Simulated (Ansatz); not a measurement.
**What CdAgCl3 (model cell, started as cubic perovskite with Cd in the octahedra) distorts into**

Aim: this structure of CdAgCl3 (model cell, started as cubic perovskite with Cd in the octahedra) is to be tested for unstable modes, and one is followed downhill.

Method: DFT PBEsol, scalar-relativistic, plane waves, PAW, in Ansatz 0.2.0.

This is a report of a sequence of runs, with most program output left out.

The structure was built from a prototype and need not be the compound's stable phase.

## 1. The starting structure

The structure is cubic, space group Pm-3m (No. 221). Conventional cell: a = 5.059 Å, b = 5.059 Å, c = 5.059 Å, α = 90.00°, β = 90.00°, γ = 90.00°. Nearest to Ag lie 12 Cl at 3.58 Å. Nearest to Cd lie 6 Cl at 2.53 Å. Nearest to Cl lie 2 Cd at 2.53 Å. Farther neighbours and most contacts between anions are not listed.

## 2. Response at finite wavevector

The cell comes from relaxations at this level that are not shown. Stability and thermal properties need the whole zone. Linear response on a 2×2×2 q mesh gives force constants as far as a supercell of that size would, and the tensors from the zone-centre run are typed in so that the long-range dipole term is interpolated apart.

File input.yaml:

```yaml
crystal:
  lattice:
    - [5.0585249677, 0.0, 0.0]
    - [0.0, 5.0585249677, 0.0]
    - [0.0, 0.0, 5.0585249677]
  atoms:
    - { symbol: Ag, position: [0.0, 0.0, 0.0] }
    - { symbol: Cd, position: [0.5, 0.5, 0.5] }
    - { symbol: Cl, position: [0.5, 0.5, 0.0] }
    - { symbol: Cl, position: [0.5, 0.0, 0.5] }
    - { symbol: Cl, position: [0.0, 0.5, 0.5] }
kpoints:
  mp_grid: { grid: [6, 6, 6] }
hamiltonian:
  xc: pbesol
scf:
  occupations: { method: fixed }
output:
  eigenvalues: true
phonons:
  method: dfpt
  qmesh: [2, 2, 2]
  temperatures: { t_max: 1000, t_step: 50 }
  qpath:
    path:
      - [[0.0, 0.0, 0.0], [0.0, 0.5, 0.0], [0.5, 0.5, 0.0], [0.0, 0.0, 0.0], [0.5, 0.5, 0.5], [0.0, 0.5, 0.0]]
      - [[0.5, 0.5, 0.5], [0.5, 0.5, 0.0]]
    npoints: 10
  non_analytic_term:
    high_frequency_dielectric_tensor: [[4.1296, 0.0, 0.0], [0.0, 4.1296, 0.0], [0.0, 0.0, 4.1296]]
    born_effective_charges:
      - { species: Ag, tensor: [[1.745, 0.0, 0.0], [0.0, 1.745, 0.0], [0.0, 0.0, 1.745]] }
      - { species: Cd, tensor: [[2.5865, 0.0, 0.0], [0.0, 2.5865, 0.0], [0.0, 0.0, 2.5865]] }
      - { species: Cl, tensor: [[-1.1142, 0.0, 0.0], [0.0, -1.1142, 0.0], [0.0, 0.0, -2.1031]] }
      - { species: Cl, tensor: [[-1.1142, 0.0, 0.0], [0.0, -2.1031, 0.0], [0.0, 0.0, -1.1142]] }
      - { species: Cl, tensor: [[-2.1031, 0.0, 0.0], [0.0, -1.1142, 0.0], [0.0, 0.0, -1.1142]] }
    source: "zone-centre run at this cell"
```

Started as:

```sh
$ ansatz run input.yaml --threads 8 --pin off --max-ram 14336MiB --backend cpu --events-out ev --progress --plain --runs-dir out
```

The job ended after 69 s (8 threads of Arm Neoverse V2, shared host; peak memory 1.2 GiB; 8.7 min of CPU time).

Numbers from this step:

| Item | Value |
| --- | --- |
| gap on the k-mesh | 1.121 eV |
| volume per atom | 25.89 Å³ |
| sum-rule residual before enforcement | 4.51e-5 eV/Å² |
| lowest frequency on the path | -126.1 cm⁻¹ |
| point group | m-3m |
| highest frequency on the path or at a solved wavevector | 336.0 cm⁻¹ |
| highest optical mode at the zone centre (no LO-TO term) | 292.7 cm⁻¹ |
| lowest optical zone-centre mode | -94.62 cm⁻¹ |
| lowest mode on the q mesh (acoustic modes at Γ apart) | -126.1 cm⁻¹ |

Frequencies (cm⁻¹) solved at each irreducible wavevector; negative means imaginary. Frequencies by wavevector, by row:

```csv
q in reciprocal lattice units,star,mode 1,mode 2,mode 3,mode 4,mode 13,mode 14,mode 15
0 0 0,1,-94.6,-94.6,-94.6,-86.8,292.7,292.7,292.7
0 0 -0.5,3,-86.8,-86.8,-81.8,-79.9,288.5,292.5,292.5
0 -0.5 -0.5,3,-125.8,-89.4,-89.4,-68,198.8,292.8,315.5
-0.5 -0.5 -0.5,1,-126.1,-126.1,-126.1,-79.2,198.1,198.1,336
```

Interpolated from a 2×2×2 q mesh, with the LO-TO term (at Γ the limit along the path; where Γ stands inside the path, tables give the limit on arrival). The phonon branches at the labelled points (cm⁻¹):

```csv
point,branch 1,branch 2,branch 3,branch 4,branch 12,branch 13,branch 14,branch 15
Γ,-95,-95,-87,-87,85,293,293,316
halfway,-91,-91,-84,-83,108,293,293,304
X,-87,-87,-82,-80,146,288,292,292
halfway,-112,-86,-85,-81,146,237,293,315
M,-126,-89,-89,-68,146,199,293,316
halfway,-106,-90,-87,-78,113,259,293,318
Γ,-95,-95,-87,-87,85,293,293,316
halfway,-106,-102,-102,-76,116,258,258,331
R,-126,-126,-126,-79,146,198,198,336
halfway,-114,-109,-101,-78,146,228,256,331
X,-87,-87,-82,-80,146,288,292,292
jump to R,-126,-126,-126,-79,146,198,198,336
halfway,-126,-111,-111,-78,146,198,244,333
M,-126,-89,-89,-68,146,199,293,316
```

Symmetry leaves 4 wavevectors to solve. The lowest mode among them, the acoustic zeros apart, lies at q = (-0.5, -0.5, -0.5) and is imaginary, 126.1i cm⁻¹, so the energy falls along it.

## 3. The mode frozen in, largest atomic shift 0 Å

The mode followed lies at Γ with frequency 94.6i cm⁻¹ and is 3-fold degenerate, one of the unstable modes though not the softest. At small amplitude the distorted cell has space group no. 99 by a symmetry search on the positions. The undistorted cell that holds it gives the zero of energy on the same k mesh.

input.yaml, the sections that differ from step 2:

```yaml
scf:
  occupations: { method: gaussian, width: 0.02 }
output:
  forces: true
  stress: true
  eigenvalues: true
# crystal, kpoints, hamiltonian: as in step 2
# phonons: removed
```

It took 0.72 s on 8 threads; peak memory 0.57 GiB.

This step gave:

```
pressure                         : -0.008570 GPa
energy from the undistorted cell : 0 meV/atom
```

At this level the gap is 1.12 eV on the k-mesh of the self-consistent run, which can miss the band edges.

## 4. The mode frozen in, largest atomic shift 0.6 Å

The atoms are moved along the unstable eigenvector, the largest shift by 0.6 Å, with the cell fixed.

input.yaml, the sections that differ from step 3:

```yaml
crystal:
  lattice:
    - [5.0585249677, 0.0, 0.0]
    - [0.0, 5.0585249677, 0.0]
    - [0.0, 0.0, 5.0585249677]
  atoms:
    - { symbol: Ag, position: [0.0, -0.0902238656, 0.0] }
    - { symbol: Cd, position: [0.5, 0.5023961044, 0.5] }
    - { symbol: Cl, position: [0.5, 0.6186116514, 0.0] }
    - { symbol: Cl, position: [0.5, 0.0297140823, 0.5] }
    - { symbol: Cl, position: [0.0, 0.6186116514, 0.5] }
# kpoints, hamiltonian, scf, output: as in step 3
```

Wall time 1.9 s (8 threads); peak memory 0.55 GiB; 14 s of CPU time.

This step gave:

* pressure: 0.1367 GPa
* gap on the k-mesh: 1.803 eV
* energy from the undistorted cell: -106.3 meV/atom

The energy, extrapolated to zero smearing, is -106.30 meV/atom against the undistorted cell.

The run ends at a pressure of 0.14 GPa, with forces up to 0.83 eV/Å.

## 5. Energy along the mode, all amplitudes (two of the runs are shown above)

An imaginary frequency means negative curvature, so the energy should fall and then rise again as anharmonic terms take over.

Numbers from this step:

```
depth at the lowest point sampled  : 106.3 meV/atom
largest atomic shift at that point : 0.6 Å
```

The energy from the parent by largest atomic shift:

```csv
largest atomic shift (Å),energy from the parent (meV/atom)
0.000,0
0.040,-0.713
0.080,-2.84
0.140,-8.55
0.220,-20.4
0.320,-40.7
0.450,-71.8
0.600,-106
```

Displacement at unit largest shift by atom:

```csv
atom,x (Å),y (Å),z (Å),size
Ag1,0.00,-0.76,0.00,0.76
Cd2,0.00,0.02,0.00,0.02
Cl3,0.00,1.00,0.00,1.00
Cl4,0.00,0.25,0.00,0.25
Cl5,0.00,1.00,0.00,1.00
```

The lowest of the steps tried is the last one, at 0.6 Å, 106 meV/atom below the parent; the bottom of the well need not coincide with a step.

## 6. Relaxation from the frozen mode

Starting from the lowest point found, all atoms and the cell are let go, so that strain and other modes of the same symmetry can join in.

input.yaml, as its differences from that of step 4:

```diff
@@ -16,3 +16,3 @@
 scf:
-  occupations: { method: gaussian, width: 0.02 }
+  occupations: { method: fixed }
 output:
@@ -21 +21,6 @@
   eigenvalues: true
+relax:
+  adjacent_minimum: "off"
+  f_tol: 0.002
+  max_steps: 120
+  cell: { stress_tol: 0.03 }
```

Run time: 31 s. Hardware: 8 threads; peak memory 0.63 GiB; 3.8 min of CPU time.

Relaxation path:

```csv
step,energy less that of the first step (eV),largest force component (eV/Å),pressure (GPa),volume (Å³)
1,0.0000,0.8256,0.14,129.44
2,-0.1997,0.6594,0.04,131.73
3,-0.3399,0.3861,0.56,132.16
4,-0.4204,0.1680,0.29,135.69
5,-0.4492,0.0505,-0.05,139.02
6,-0.4624,0.0876,0.29,139.19
7,-0.4815,0.1057,-0.07,140.20
8,-0.4844,0.0322,-0.10,140.12
9,-0.4945,0.0077,0.02,140.05
10,-0.4946,0.0029,-0.01,140.16
11,-0.4945,0.0466,0.00,140.15
12,-0.4946,0.0012,0.00,140.15
13,-0.4947,0.0003,0.00,140.15
14*,-0.4956,0.0003,-0.01,140.15
```

Relaxation steps marked * repeat the geometry before them on a plane-wave basis chosen anew for their cell, so energy and pressure can jump there. Relaxation step 11 was tried and not accepted.

The run keeps the 8 symmetry operations that it works with, so distortions that break them were not tested.

```csv
"conventional cell, symmetrised",before,after,change
a (Å),5.059,5.281,+4.4 %
b (Å),5.059,5.281,+4.4 %
c (Å),5.059,5.025,-0.7 %
volume (Å³/atom),25.89,28.03,+8.3 %
```

The atoms that moved most (Å, as changes of fractional coordinates times the final cell):

```csv
atom,dx,dy,dz,length
Ag1,0.000,-1.377,0.000,1.377
Cd2,0.000,0.670,0.000,0.670
Cl4,0.000,0.533,0.000,0.533
Cl3,0.000,0.087,0.000,0.087
Cl5,0.000,0.087,0.000,0.087
```

Final coordinates:

```xyz
5
Lattice="5.2811 0.0000 0.0000 0.0000 5.0249 0.0000 0.0000 0.0000 5.2811" Properties=species:S:1:pos:R:3 pbc="T T T"
Ag    0.0000   -1.8304    0.0000
Cd    2.6406    3.1950    2.6406
Cl    2.6406    3.1952    0.0000
Cl    2.6406    0.6825    2.6406
Cl    0.0000    3.1952    2.6406
```

This step gave:

| Quantity | Value |
| --- | --- |
| pressure | -0.006894 GPa |
| gap on the k-mesh | 0.1771 eV |
| volume per atom | 28.03 Å³ |

The distorted start has space group P4mm; the relaxation ends in P4/mmm.

## 7. The new phase in its own primitive cell

The relaxed structure is symmetrised, reduced to its primitive cell and relaxed tightly, as its phonons need.

input.yaml, the sections that differ from step 6:

```yaml
crystal:
  lattice:
    - [5.2811107647, 0.0, 0.0]
    - [0.0, 5.2811107647, 0.0]
    - [0.0, 0.0, 5.0249406892]
  atoms:
    - { symbol: Ag, position: [0.0, 0.0, 0.0] }
    - { symbol: Cd, position: [0.5, 0.5, 0.0] }
    - { symbol: Cl, position: [0.5, 0.0, 0.0] }
    - { symbol: Cl, position: [0.5, 0.5, 0.5] }
    - { symbol: Cl, position: [0.0, 0.5, 0.0] }
relax:
  adjacent_minimum: "off"
  f_tol: 0.001
  max_steps: 60
  cell: { stress_tol: 0.01 }
# kpoints, hamiltonian, scf, output: as in step 6
```

The job ended after 2.9 s (8 threads; peak memory 0.65 GiB).

Little changed from the start: no atom moved by 0.005 Å and no cell edge by 0.1 %.

Numbers from this step:

```
pressure           : -0.006891 GPa
direct gap on mesh : 1.911 eV
```

The forces vanish by symmetry and the pressure is -0.007 GPa, within the tolerances set. The cell now holds 28.03 Å³/atom.

## 8. Modes of the new phase

A relaxed structure may still be a saddle point, so its zone-centre modes are computed. No field response is asked.

input.yaml, as its differences from that of step 7:

```diff
@@ -18,9 +18,4 @@
 output:
-  forces: true
-  stress: true
   eigenvalues: true
-relax:
-  adjacent_minimum: "off"
-  f_tol: 0.001
-  max_steps: 60
-  cell: { stress_tol: 0.01 }
+phonons:
+  method: dfpt
```

It took 30 s on 8 threads; peak memory 1.3 GiB.

Numbers from this step:

```yaml
sum_rule_residual_before_enforcement: 3.20e-4 eV/Å²
point_group: 4/mmm
highest_optical_mode_at_the_zone_centre_no_lo_to_term: 277.6 cm⁻¹
lowest_optical_zone_centre_mode: -16.29 cm⁻¹
```

Without the LO-TO term. Patterns of degenerate modes are one choice out of their space. The modes at Γ (shares of kinetic energy by element, %) (negative means imaginary):

```csv
mode,frequency (cm⁻¹),symmetry,Ag %,Cd %,Cl %
1,-16.3,Eu,11,3,87
2,-16.3,Eu,11,3,87
3,0.0,acoustic,33,34,33
4,0.0,acoustic,33,34,33
5,0.0,acoustic,33,34,33
6,13.5,A2u,55,37,7
7,53.9,Eu,37,50,13
8,53.9,Eu,37,50,13
9,54.4,B2u,0,0,100
10,70.2,A2u,12,13,76
11,159.5,Eu,18,3,79
12,159.5,Eu,18,3,79
13,222.2,Eu,1,9,89
14,222.2,Eu,1,9,89
15,277.6,A2u,0,16,84
```

Displacements in mode 2 (-16.3 cm⁻¹), the largest set to 1:
```
Ag1 -0.03 -0.20  0.00
Cd2 -0.01 -0.11  0.00
Cl3 -0.02  0.12  0.00
Cl4  0.12  1.00  0.00
Cl5  0.01 -0.16  0.00
```

Displacements in mode 8 (53.9 cm⁻¹), the largest set to 1:
```
Ag1  0.25 -0.88  0.00
Cd2 -0.28  1.00  0.00
Cl3  0.18  0.51  0.00
Cl4  0.11 -0.37  0.00
Cl5 -0.15 -0.64  0.00
```

Before it was imposed, the acoustic sum rule was missed by 3.2e-4 eV/Å². Small misses are needed for a sound result but don't prove that mesh and cutoff are converged. The lowest optical mode is imaginary, 16.3i cm⁻¹, so the energy falls along it.

## 9. Results

* unstable mode of the parent: q = (0, 0, 0), 95i cm⁻¹
* depth at the lowest point sampled: 106 meV/atom
* largest atomic shift at that point: 0.6 Å
* space group reached (within 0.01 Å): P4/mmm
* energy gained over the parent (first relaxation, on the mesh of the frozen mode): 205 meV/atom
* volume per atom, phase reached: 28.0 Å³
* gap on the k-mesh, phase reached: 0.177 eV
* lowest optical zone-centre mode, phase reached: -16.3 cm⁻¹
* highest optical mode at the zone centre (no LO-TO term), phase reached: 278 cm⁻¹

**Reading.** Along this mode the structure falls into P4/mmm, 205 meV/atom below the parent. At the parent's cell the well is 106.3 meV/atom deep on the steps tried, with its lowest point at a shift of 0.6 Å. That is the last step tried, so the steps alone don't bracket the bottom of the well. Relaxing atoms and cell changes the gain by +99.12 meV/atom against the lowest step (energies at zero smearing). The new phase still has an imaginary mode at the zone centre of its cell, so it is a saddle point on the way to a lower structure. Of the 7 patterns followed to their end from this parent, this one ends 120 meV/atom above the lowest, R-3c. Each path keeps the symmetry of its pattern, so a lower phase may lie along a pattern not tried. The starting cell was built on a prototype and not taken from a measurement, so the phase need not exist.

[Logs are printed without paths, hosts, clocks, repeated set-up lines and the standing remarks that a program may print on its own settings, such as how far it seeks lower states.]

[Hosts, paths, dates, database ids (printed as entryN), source tags and the programs' standing remarks are cut or masked in the printed files.]
